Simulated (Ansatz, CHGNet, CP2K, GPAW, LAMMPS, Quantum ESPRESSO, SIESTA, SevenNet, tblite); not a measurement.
**GPAW on liquid (Cs,Na,Li)Cl at 1200 K (74 atoms): settings against a plane-wave reference**

Aim: run liquid (Cs,Na,Li)Cl at 1200 K (74 atoms) in GPAW and see how near its forces come to a plane-wave reference, and at what cost.

Main program and level: GPAW 26.7.0; the method is named at each step.

## (1) The structure

The cell holds 74 atoms: 16 Cs, 5 Na, 16 Li and 37 Cl. Its edges and angles: a = 13.948 Å, b = 13.948 Å, c = 13.948 Å, α = 90.0°, β = 90.0°, γ = 90.0°. 74 atoms (16 Cs, 5 Na, 16 Li, 37 Cl) placed at random at 2.24 g/cm³, melted at 1800 K for 10 ps at fixed volume with the Lennard-Jones and Coulomb ion parameters for SPC/E (Joung and Cheatham, J. Phys. Chem. B 112, 9020 (2008)), full charges. Snapshot at the end of a hold of 20 ps at 1200 K and fixed volume.

The yardstick, on the same geometry:

| Item | Value |
| --- | --- |
| method | Kohn-Sham DFT, PBE, PAW, plane waves (Ansatz 0.2.0); cutoff 420 eV, Γ point, fermi-dirac smearing of 0.05 eV; PAW set soft_2 |
| r.m.s. force component | 0.4728 eV/Å |
| longest force | 1.917 eV/Å |
| pressure | 0.3406 GPa |
| gap (highest filled to lowest empty level) | 3.663 eV |
| SCF cycles | 7 |
| time | 14 s on 8 threads of Arm Neoverse V2, shared host |
| CPU time | 1.7 min |

## (2) PBE, LCAO dzp, h 0.2 Å

Method: Kohn-Sham DFT, PBE, PAW, atomic orbitals (dzp).

run.py

```python
import numpy as np
from ase.io import read
from gpaw import GPAW, FermiDirac

atoms = read("structure.xyz")
atoms.calc = GPAW(
    mode="lcao",
    basis="dzp",
    h=0.2,
    xc="PBE",
    kpts={"size": (1, 1, 1), "gamma": True},
    occupations=FermiDirac(0.05),
    maxiter=200,
    symmetry={"point_group": False},
    txt="gpaw.txt",
)
energy = atoms.get_potential_energy(force_consistent=True)
forces = atoms.get_forces()
print(f"energy {energy:.6f} eV")
print("forces (eV/A)")
for i, (a, f) in enumerate(zip(atoms, forces)):
    print(f"{i:4d} {a.symbol:2s} {f[0]:10.5f} {f[1]:10.5f} {f[2]:10.5f}")
print(f"Fermi level {atoms.calc.get_fermi_level():.4f} eV")
for k in range(len(atoms.calc.get_ibz_k_points())):
    for s in range(atoms.calc.get_number_of_spins()):
        e = atoms.calc.get_eigenvalues(kpt=k, spin=s)
        n = np.searchsorted(e, atoms.calc.get_fermi_level())
        print(f"k {k} spin {s} levels about the Fermi level:", np.round(e[max(n - 6, 0):n], 4).tolist(), "|", np.round(e[n:n + 6], 4).tolist())
```

structure.xyz

```xyz
74
Lattice="13.94850 0.00000 0.00000 0.00000 13.94850 0.00000 0.00000 0.00000 13.94850" Properties=species:S:1:pos:R:3 pbc="T T T"
Cs 8.52072 11.01374 5.28425
Cs 9.41761 13.00126 10.74076
Cs 3.56273 7.29953 4.58669
Cs 12.41277 1.70367 1.45873
Cs 6.49735 9.17616 7.49090
Cs 3.83612 11.94033 5.92616
Cs 12.59731 12.61753 4.68697
Cs 13.91279 10.01335 9.70802
Cs 7.70906 3.73164 11.94619
Cs 8.60818 5.50324 7.15753
Cs 1.92838 7.98496 0.23587
Cs 7.31529 5.29164 2.68216
Cs 4.36630 1.33403 11.59106
Cs 2.76431 3.61950 1.27657
Cs 0.34397 5.07167 6.48396
Cs 1.13387 0.35178 9.39808
Na 3.48141 6.89377 9.85768
Na 4.50913 10.95543 11.21166
Na 10.21295 1.52122 6.47141
Na 5.52974 10.49527 1.79629
Na 11.89305 7.03144 10.85500
Li 12.31625 5.86813 1.55149
Li 10.67018 7.36983 4.60189
Li 1.18897 4.93610 11.58548
Li 9.91153 8.59228 13.03543
Li 11.70377 2.55355 11.40290
Li 6.98862 0.28023 8.46548
Li 0.48680 9.45931 5.54076
Li 8.17298 1.32315 2.75581
Li 10.94943 9.08368 7.52940
Li 4.90625 3.76679 7.70655
Li 8.66537 12.03170 0.98337
Li 12.56565 9.28063 1.87956
Li 0.01492 11.97479 13.38861
Li 4.21370 0.00628 1.91122
Li 6.71927 8.05875 13.69017
Li 2.72442 1.96367 5.90858
Cl 9.25567 12.48209 7.65396
Cl 3.46299 2.12659 8.32391
Cl 13.27018 1.95893 6.46471
Cl 7.29297 0.99341 10.66028
Cl 10.53279 10.74286 1.65555
Cl 5.24310 8.40648 11.71702
Cl 3.18151 0.13837 4.13754
Cl 12.35056 8.39532 13.52809
Cl 0.78851 7.30162 10.64745
Cl 0.04980 3.13799 10.85640
Cl 10.07947 8.98283 9.92882
Cl 5.38175 6.18309 8.11049
Cl 10.31492 1.52192 13.12596
Cl 1.83018 11.22422 11.78648
Cl 3.61001 4.90220 12.36827
Cl 1.50002 7.82846 6.98694
Cl 0.37508 10.97175 1.78178
Cl 12.79998 13.06500 11.05991
Cl 6.03579 2.66667 2.10148
[... 14 atom lines left out ...]
Cl 2.52858 0.56840 0.16850
Cl 13.19277 7.46858 3.17300
Cl 11.32032 6.79459 7.03730
Cl 6.68370 13.22862 1.78332
```

Started as:

```
OMP_NUM_THREADS=1 python run.py > output.txt
```

Log:

```text
energy -231.394553 eV
forces (eV/A)
   0 Cs   -0.04121   -0.01591   -1.86633
   1 Cs    1.29102   -1.22781    0.73348
   2 Cs    0.10381    0.22334   -0.40894
   3 Cs   -0.00062   -0.32159    0.49708
   4 Cs   -0.32418   -0.02109    0.83952
   5 Cs    0.08825    0.10291    1.51883
   6 Cs    0.68603    0.92020   -0.20430
   7 Cs   -0.68729    0.66570   -0.53897
   8 Cs   -0.00606    0.61550    0.49231
   9 Cs   -0.41549   -0.94803    0.75309
  10 Cs   -0.01875    0.05330   -0.35612
  11 Cs    0.44051    0.46387    0.68788
  12 Cs   -0.56423    0.22692    0.06853
  13 Cs    1.63416   -0.21971    0.78099
  14 Cs   -1.29136   -0.52789    0.15032
  15 Cs   -0.28493    0.05164    0.00266
  16 Na    0.06230   -0.02895    0.42868
  17 Na   -0.09930   -0.24882    0.05112
  18 Na    0.08201   -0.03688   -0.14842
  19 Na    0.38759   -0.13890   -0.34692
  20 Na   -0.01407   -0.25210   -0.03421
  21 Li    0.24896   -0.39761    0.19974
  22 Li    0.35625   -0.06311    0.29500
  23 Li    0.21235    0.04994    0.22803
[...]
66 Cl   -0.05375    0.56576   -0.36207
  67 Cl   -0.38161    0.32486   -0.05145
  68 Cl    0.59522   -1.77874    0.07715
  69 Cl    0.82569   -0.12955   -0.28994
  70 Cl    0.25521   -0.44845    0.40247
  71 Cl    0.03731    0.11886    0.04156
  72 Cl    0.50473    0.53749   -0.22845
  73 Cl    0.02886   -0.40285    0.03232
Fermi level 1.0124 eV
k 0 spin 0 levels about the Fermi level: [-0.4085, -0.3681, -0.2979, -0.2741, -0.2515, -0.2234] | [3.3575, 4.0608, 4.1555, 4.3806, 4.5147, 4.5722]
```

gpaw.txt:

```text
Input parameters:
  mode=LCAO(),
  basis={'default': 'dzp'},
  h=0.2,
  kpts=MonkhorstPack(size=(1, 1, 1), gamma=True),
  maxiter=200,
  occupations=Occupations(name='fermi-dirac', width=0.05, fixmagmom=False),
  symmetry=Symmetry(point_group=False),
  xc=XC(name='PBE')
Unit cell  # Å
| periodic |         x |         y |         z |   lengths |    angles |
|----------|-----------|-----------|-----------|-----------|-----------|
|      yes | 13.948500 |  0.000000 |  0.000000 | 13.948500 | 90.000000 |
|      yes |  0.000000 | 13.948500 |  0.000000 | 13.948500 | 90.000000 |
|      yes |  0.000000 |  0.000000 | 13.948500 | 13.948500 | 90.000000 |
Number of symmetries: 1
Symmetry operations  # r_c * U_cc + t_c -> r_c
|   | kind |            matrix            |
|---|------|------------------------------|
| 0 |  E   |  1, 0, 0,  0, 1, 0,  0, 0, 1 |
BZ-sampling:
  Number of BZ points: 1
  Number of IBZ points: 1
  Monkhorst-Pack size: [1, 1, 1]
  Monkhorst-Pack shift: [0, 0, 0]
[... lines left out ...]
Reference energy: -3878672.009028  # eV
eigensolver:
density mixing:
  MSR1-Mixer
occupation numbers:
  Fermi-Dirac:
    width: 0.0500  # eV
FastPoissonSolver using
    Stencil: 6*3+1=19 point O(h^6) finite-difference Laplacian
xc functional:
  name: PBE with 2 nearest neighbor stencil
interpolation: tri-quintic # 5. degree polynomial
Initialization done in: 12.352 s
convergence criteria:
- Maximum [total energy] change in last 3 cyles: 0.0005 eV / valence electron
- Maximum integral of absolute [dens]ity change: 0.0001 electrons / valence electron
- Maximum integral of absolute [eigenst]ate change: 4e-08 eV^2 / valence electron
maximum number of iterations: 200
SCF iterations
|iter     |      energy | eigst |  dens |
|---------|-------------|-------|-------|
|iter:   1| -237.563000 |      c|       |
|iter:   2| -236.175413 |      c| -1.20 |
|iter:   3| -231.134828 |      c| -1.24 |
|iter:   4| -231.354669 |      c| -1.67 |
|iter:   5| -231.394308 |      c| -2.14 |
|iter:   6| -231.394553c|      c| -2.99 |
|iter:   7| -231.394551c|      c| -3.58 |
|iter:   8| -231.394553c|      c| -3.99 |
|iter:   9| -231.394553c|      c| -4.70c|
Converged in 9 steps
SCF loop duration: 286.372 s (31.819 s/step)
Energy contributions relative to reference atoms: (reference = -3878672.009028)
Energy contributions:
  Kinetic:         392.726492
  Coulomb:        -377.910823
  Zero:              5.693783
  External:          0.000000
  Xc:             -251.904005
  Entropy:          -0.000000
  Spinorbit:         0.000000
  ----------------------------
  Free energy:    -231.394553
  Extrapolated:   -231.394553
dipole moment: (-96.682796, -115.083703, 1.746081)  # |e|*Ang
Fermi level: 1.012
Eigenvalues  # (at kpt = [0.000, 0.000, 0.000])
| band index |      eig [eV] | occ [0-2] |
|------------|---------------|-----------|
|          0 |       -23.352 |     2.000 |
|        ... |               |           |
|        219 |        -0.452 |     2.000 |
|        220 |        -0.433 |     2.000 |
[...]
|        234 |         4.813 |     0.000 |
|        ... |               |           |
|        276 |         6.526 |     0.000 |
Gap: 3.581 eV
Transition (v -> c):
  (s=0, k=0, n=226, [0.00, 0.00, 0.00]) -> (s=0, k=0, n=227, [0.00, 0.00, 0.00])
No difference between direct/indirect transitions
Force computation time: 84.964  # s
timing:  # [seconds]
  Total:  383.725  # ━━━━━━━━━━━━━━━━━━━━━━━━━━━━━━━━━━━━━━━━━━━━━━━━━━━━━━━━
  Init:    12.351  # ━━
  SCF:    286.372  # ━━━━━━━━━━━━━━━━━━━━━━━━━━━━━━━━━━━━━━━━━━
  Forces:  84.964  # ━━━━━━━━━━━━╸
```

It took 6.4 min on 1 thread of Arm Neoverse V2, shared host; peak memory 2.5 GiB.

Banners, paths, timers and routine set-up lines are dropped from the logs unmarked, and long logs keep their key lines alone; longer cuts are marked.

Numbers from this run, and their distance from the reference:

```
r.m.s. force component                           : 0.5049 eV/Å
r.m.s. difference of force components            : 46.12 meV/Å
longest difference of force vectors              : 192.8 meV/Å
force difference over r.m.s. force               : 9.755 %
slope of forces against the reference's          : 1.065
correlation of force components                  : 0.9977
gap (highest filled to lowest empty level) : 3.581 eV
gap difference                                   : -0.0818 eV
```

Length of the force difference by element (eV/Å):

```tsv
element	atoms	mean	most
Cl	37	0.063	0.19
Cs	16	0.10	0.18
Li	16	0.059	0.11
Na	5	0.018	0.040
```

Levels nearest the highest filled one (eV from it): -0.19, -0.14, -0.07, -0.05, -0.03, 0.00, 3.58, 4.28, 4.38, 4.60, 4.74, 4.80.

A closer look about Na17, one of the 5 Na atoms: 10 atoms, nearest first, numbered in the order of the input, with positions taken from that point.

```tsv
atom	x	y	z	distance (Å)	Fx	Fy	Fz (eV/Å)
Na17	0.00	0.00	0.00	0.00	0.06	-0.03	0.43
Cl49	1.90	-0.71	-1.75	2.68	-0.06	-0.35	0.07
Cl46	-2.69	0.41	0.79	2.84	0.36	-1.35	0.50
Cl43	1.76	1.51	1.86	2.97	-0.24	0.20	-0.24
Cl52	0.13	-1.99	2.51	3.21	-0.42	0.02	-0.62
Li24	-2.29	-1.96	1.73	3.47	0.21	0.05	0.23
Cl53	-1.98	0.93	-2.87	3.61	0.11	1.36	0.02
Li31	1.42	-3.13	-2.15	4.05	0.08	0.35	-0.53
Na18	1.03	4.06	1.35	4.40	-0.10	-0.25	0.05
Cs5	3.02	2.28	-2.37	4.46	-0.32	-0.02	0.84
```

Atoms are counted from 1 here, from 0 in the log.

Forces lie 9.8 % from the reference's, at 3.7 times its CPU time (on 1 against 8 cores).

## (3) PBE, LCAO sz(dzp), h 0.2 Å

Method: Kohn-Sham DFT, PBE, PAW, atomic orbitals (sz(dzp)).

Edit run.py of step 2 so:

```diff
@@ -7,3 +7,3 @@
     mode="lcao",
-    basis="dzp",
+    basis="sz(dzp)",
     h=0.2,
```

structure.xyz is that of step 2.

Log:

```text
energy -211.612723 eV
forces (eV/A)
   0 Cs    0.00405   -0.00397   -2.02718
   1 Cs    1.37230   -1.35480    0.83305
   2 Cs    0.09652    0.14080   -0.33928
   3 Cs    0.00235   -0.29876    0.50438
   4 Cs   -0.29499   -0.03050    0.92922
   5 Cs    0.05842    0.20537    1.55918
   6 Cs    0.74043    0.89835   -0.34535
   7 Cs   -0.65473    0.67702   -0.51082
   8 Cs   -0.02201    0.68420    0.53074
   9 Cs   -0.43722   -1.01776    0.82187
  10 Cs   -0.01940    0.10147   -0.33508
  11 Cs    0.45073    0.43592    0.67380
  12 Cs   -0.60686    0.16873    0.11209
  13 Cs    1.74281   -0.30614    0.85207
  14 Cs   -1.40115   -0.50760    0.14000
  15 Cs   -0.27300    0.15821    0.02895
  16 Na    0.11024    0.02631    0.42288
  17 Na   -0.13259   -0.23135    0.05458
  18 Na    0.09733   -0.03108   -0.22770
  19 Na    0.40955   -0.13771   -0.39021
  20 Na    0.01823   -0.24951   -0.02844
  21 Li    0.31909   -0.40931    0.04302
  22 Li    0.40727   -0.14755    0.11169
  23 Li    0.16326    0.05445    0.21601
[...]
66 Cl   -0.10823    0.58979   -0.30853
  67 Cl   -0.57092    0.14731    0.05873
  68 Cl    0.56739   -1.70654   -0.04794
  69 Cl    0.83498   -0.07540   -0.31244
  70 Cl    0.16408   -0.32434    0.28454
  71 Cl    0.12811    0.09782    0.09548
  72 Cl    0.55522    0.27447   -0.16789
  73 Cl   -0.03338   -0.48742    0.10104
Fermi level 1.6892 eV
k 0 spin 0 levels about the Fermi level: [0.0985, 0.1551, 0.193, 0.2154, 0.274, 0.3266] | [3.4479, 4.2016, 4.4165, 4.6188, 4.7098, 4.7842]
```

gpaw.txt:

```text
Input parameters:
  mode=LCAO(),
  basis={'default': 'sz(dzp)'},
  h=0.2,
  kpts=MonkhorstPack(size=(1, 1, 1), gamma=True),
  maxiter=200,
  occupations=Occupations(name='fermi-dirac', width=0.05, fixmagmom=False),
  symmetry=Symmetry(point_group=False),
  xc=XC(name='PBE')
Unit cell  # Å
| periodic |         x |         y |         z |   lengths |    angles |
[... lines left out ...]
  Fermi-Dirac:
[... lines left out ...]
convergence criteria:
- Maximum [total energy] change in last 3 cyles: 0.0005 eV / valence electron
[... lines left out ...]
Converged in 8 steps
[... lines left out ...]
  Free energy:    -211.612723
  Extrapolated:   -211.612723
dipole moment: (-95.941605, -115.530846, 0.011360)  # |e|*Ang
Fermi level: 1.689
Eigenvalues  # (at kpt = [0.000, 0.000, 0.000])
| band index |      eig [eV] | occ [0-2] |
|------------|---------------|-----------|
|          0 |       -23.273 |     2.000 |
|        ... |               |           |
|        219 |         0.039 |     2.000 |
|        220 |         0.057 |     2.000 |
[...]
|        234 |         5.000 |     0.000 |
|        ... |               |           |
|        276 |         7.031 |     0.000 |
Gap: 3.121 eV
Transition (v -> c):
  (s=0, k=0, n=226, [0.00, 0.00, 0.00]) -> (s=0, k=0, n=227, [0.00, 0.00, 0.00])
No difference between direct/indirect transitions
Force computation time: 25.308  # s
timing:  # [seconds]
  Total:  128.465  # ━━━━━━━━━━━━━━━━━━━━━━━━━━━━━━━━━━━━━━━━━━━━━━━━━━━━━━━━
  Init:     8.899  # ━━━━
  SCF:     94.233  # ━━━━━━━━━━━━━━━━━━━━━━━━━━━━━━━━━━━━━━━━━
  Forces:  25.308  # ━━━━━━━━━━━
```

Elapsed: 2.2 min, on 1 thread; peak memory 1.9 GiB.

Numbers from this run, and their distance from the reference:

- r.m.s. force component: 0.5078 eV/Å
- r.m.s. difference of force components: 111.4 meV/Å
- longest difference of force vectors: 383.2 meV/Å
- force difference over r.m.s. force: 23.56 %
- slope of forces against the reference's: 1.049
- correlation of force components: 0.9767
- gap (highest filled to lowest empty level): 3.121 eV
- gap difference: -0.5414 eV

This is a coarse setting, run to see what it loses.

Against the first run (9.8 %), the force difference from the reference is 24 %, at 0.34 times the CPU time, with 407 basis functions against 1110: the smaller basis costs accuracy.

## (4) LDA, LCAO dzp, h 0.2 Å

Method: Kohn-Sham DFT, LDA, PAW, atomic orbitals (dzp).

Edit run.py of step 3 so:

```diff
@@ -7,5 +7,5 @@
     mode="lcao",
-    basis="sz(dzp)",
+    basis="dzp",
     h=0.2,
-    xc="PBE",
+    xc="LDA",
     kpts={"size": (1, 1, 1), "gamma": True},
```

structure.xyz is that of step 3.

Log:

```text
energy -250.520466 eV
forces (eV/A)
   0 Cs    0.02483   -0.10920   -1.63305
   1 Cs    1.21835   -1.03671    0.60077
   2 Cs    0.14737    0.19377   -0.31462
   3 Cs   -0.10797   -0.10982    0.39671
   4 Cs   -0.27799   -0.05362    0.63276
   5 Cs    0.02535    0.10693    1.39933
   6 Cs    0.55471    0.78477   -0.15645
   7 Cs   -0.51567    0.65692   -0.43875
   8 Cs    0.16602    0.53422    0.47198
   9 Cs   -0.40908   -0.77308    0.63513
  10 Cs   -0.05137    0.04548   -0.38726
  11 Cs    0.34909    0.49701    0.49794
  12 Cs   -0.53313    0.25271    0.01039
  13 Cs    1.51845   -0.26540    0.53866
  14 Cs   -1.14553   -0.43690    0.11802
  15 Cs   -0.31510    0.06373   -0.00584
  16 Na    0.08534   -0.03111    0.42798
  17 Na   -0.12371   -0.28434   -0.00179
  18 Na    0.06268   -0.08012   -0.22665
  19 Na    0.43101   -0.15262   -0.24975
  20 Na   -0.03523   -0.24043   -0.03065
  21 Li    0.25281   -0.39189    0.22813
  22 Li    0.35865   -0.05427    0.30997
  23 Li    0.19870    0.02182    0.22684
[...]
66 Cl   -0.05344    0.52819   -0.28040
  67 Cl   -0.28605    0.33276   -0.13196
  68 Cl    0.46771   -1.54137    0.16480
  69 Cl    0.77597   -0.14870   -0.19681
  70 Cl    0.35636   -0.28291    0.36162
  71 Cl   -0.03646    0.15582   -0.00636
  72 Cl    0.38461    0.54870   -0.26577
  73 Cl    0.03048   -0.40181    0.05350
Fermi level 0.7117 eV
k 0 spin 0 levels about the Fermi level: [-0.676, -0.6316, -0.5716, -0.5387, -0.5234, -0.4935] | [2.8176, 3.5919, 3.6702, 3.8741, 3.9755, 4.0453]
```

gpaw.txt:

```text
Input parameters:
  mode=LCAO(),
  basis={'default': 'dzp'},
  h=0.2,
  kpts=MonkhorstPack(size=(1, 1, 1), gamma=True),
  maxiter=200,
  occupations=Occupations(name='fermi-dirac', width=0.05, fixmagmom=False),
  symmetry=Symmetry(point_group=False),
  xc=XC(name='LDA')
Unit cell  # Å
| periodic |         x |         y |         z |   lengths |    angles |
[... lines left out ...]
  Fermi-Dirac:
[... lines left out ...]
convergence criteria:
- Maximum [total energy] change in last 3 cyles: 0.0005 eV / valence electron
[... lines left out ...]
Converged in 8 steps
[... lines left out ...]
  Free energy:    -250.520466
  Extrapolated:   -250.520466
dipole moment: (-96.640069, -115.179724, 1.725373)  # |e|*Ang
Fermi level: 0.712
Eigenvalues  # (at kpt = [0.000, 0.000, 0.000])
| band index |      eig [eV] | occ [0-2] |
|------------|---------------|-----------|
|          0 |       -23.550 |     2.000 |
|        ... |               |           |
|        219 |        -0.721 |     2.000 |
|        220 |        -0.702 |     2.000 |
[...]
|        234 |         4.317 |     0.000 |
|        ... |               |           |
|        276 |         6.022 |     0.000 |
Gap: 3.311 eV
Transition (v -> c):
  (s=0, k=0, n=226, [0.00, 0.00, 0.00]) -> (s=0, k=0, n=227, [0.00, 0.00, 0.00])
No difference between direct/indirect transitions
Force computation time: 75.468  # s
timing:  # [seconds]
  Total:  323.957  # ━━━━━━━━━━━━━━━━━━━━━━━━━━━━━━━━━━━━━━━━━━━━━━━━━━━━━━━━
  Init:     9.786  # ━╸
  SCF:    238.676  # ━━━━━━━━━━━━━━━━━━━━━━━━━━━━━━━━━━━━━━━━━╸
  Forces:  75.468  # ━━━━━━━━━━━━━
```

Run time: 5.4 min. Hardware: 1 thread; peak memory 2.5 GiB.

Compared with the plane-wave run:

```
r.m.s. force component                           : 0.4488 eV/Å
r.m.s. difference of force components            : 64.93 meV/Å
longest difference of force vectors              : 233.1 meV/Å
force difference over r.m.s. force               : 13.73 %
slope of forces against the reference's          : 0.9411
correlation of force components                  : 0.9914
gap (highest filled to lowest empty level) : 3.311 eV
gap difference                                   : -0.3516 eV
```

Against the first run (9.8 %), the force difference from the reference is 14 %, at 0.84 times the CPU time; the model has changed, so this is no error of the program alone.

(Continued in part 2 of 2.)

[Also dropped from logs without a mark: logging warnings of Python, and SIESTA's first energy breakdown and zero terms.]

[Logs are printed without paths, hosts, clocks, repeated set-up lines and the standing remarks that a program may print on its own settings, such as how far it seeks lower states.]

[Hosts, paths, dates, database ids (printed as entryN), source tags and the programs' standing remarks are cut or masked in the printed files.]
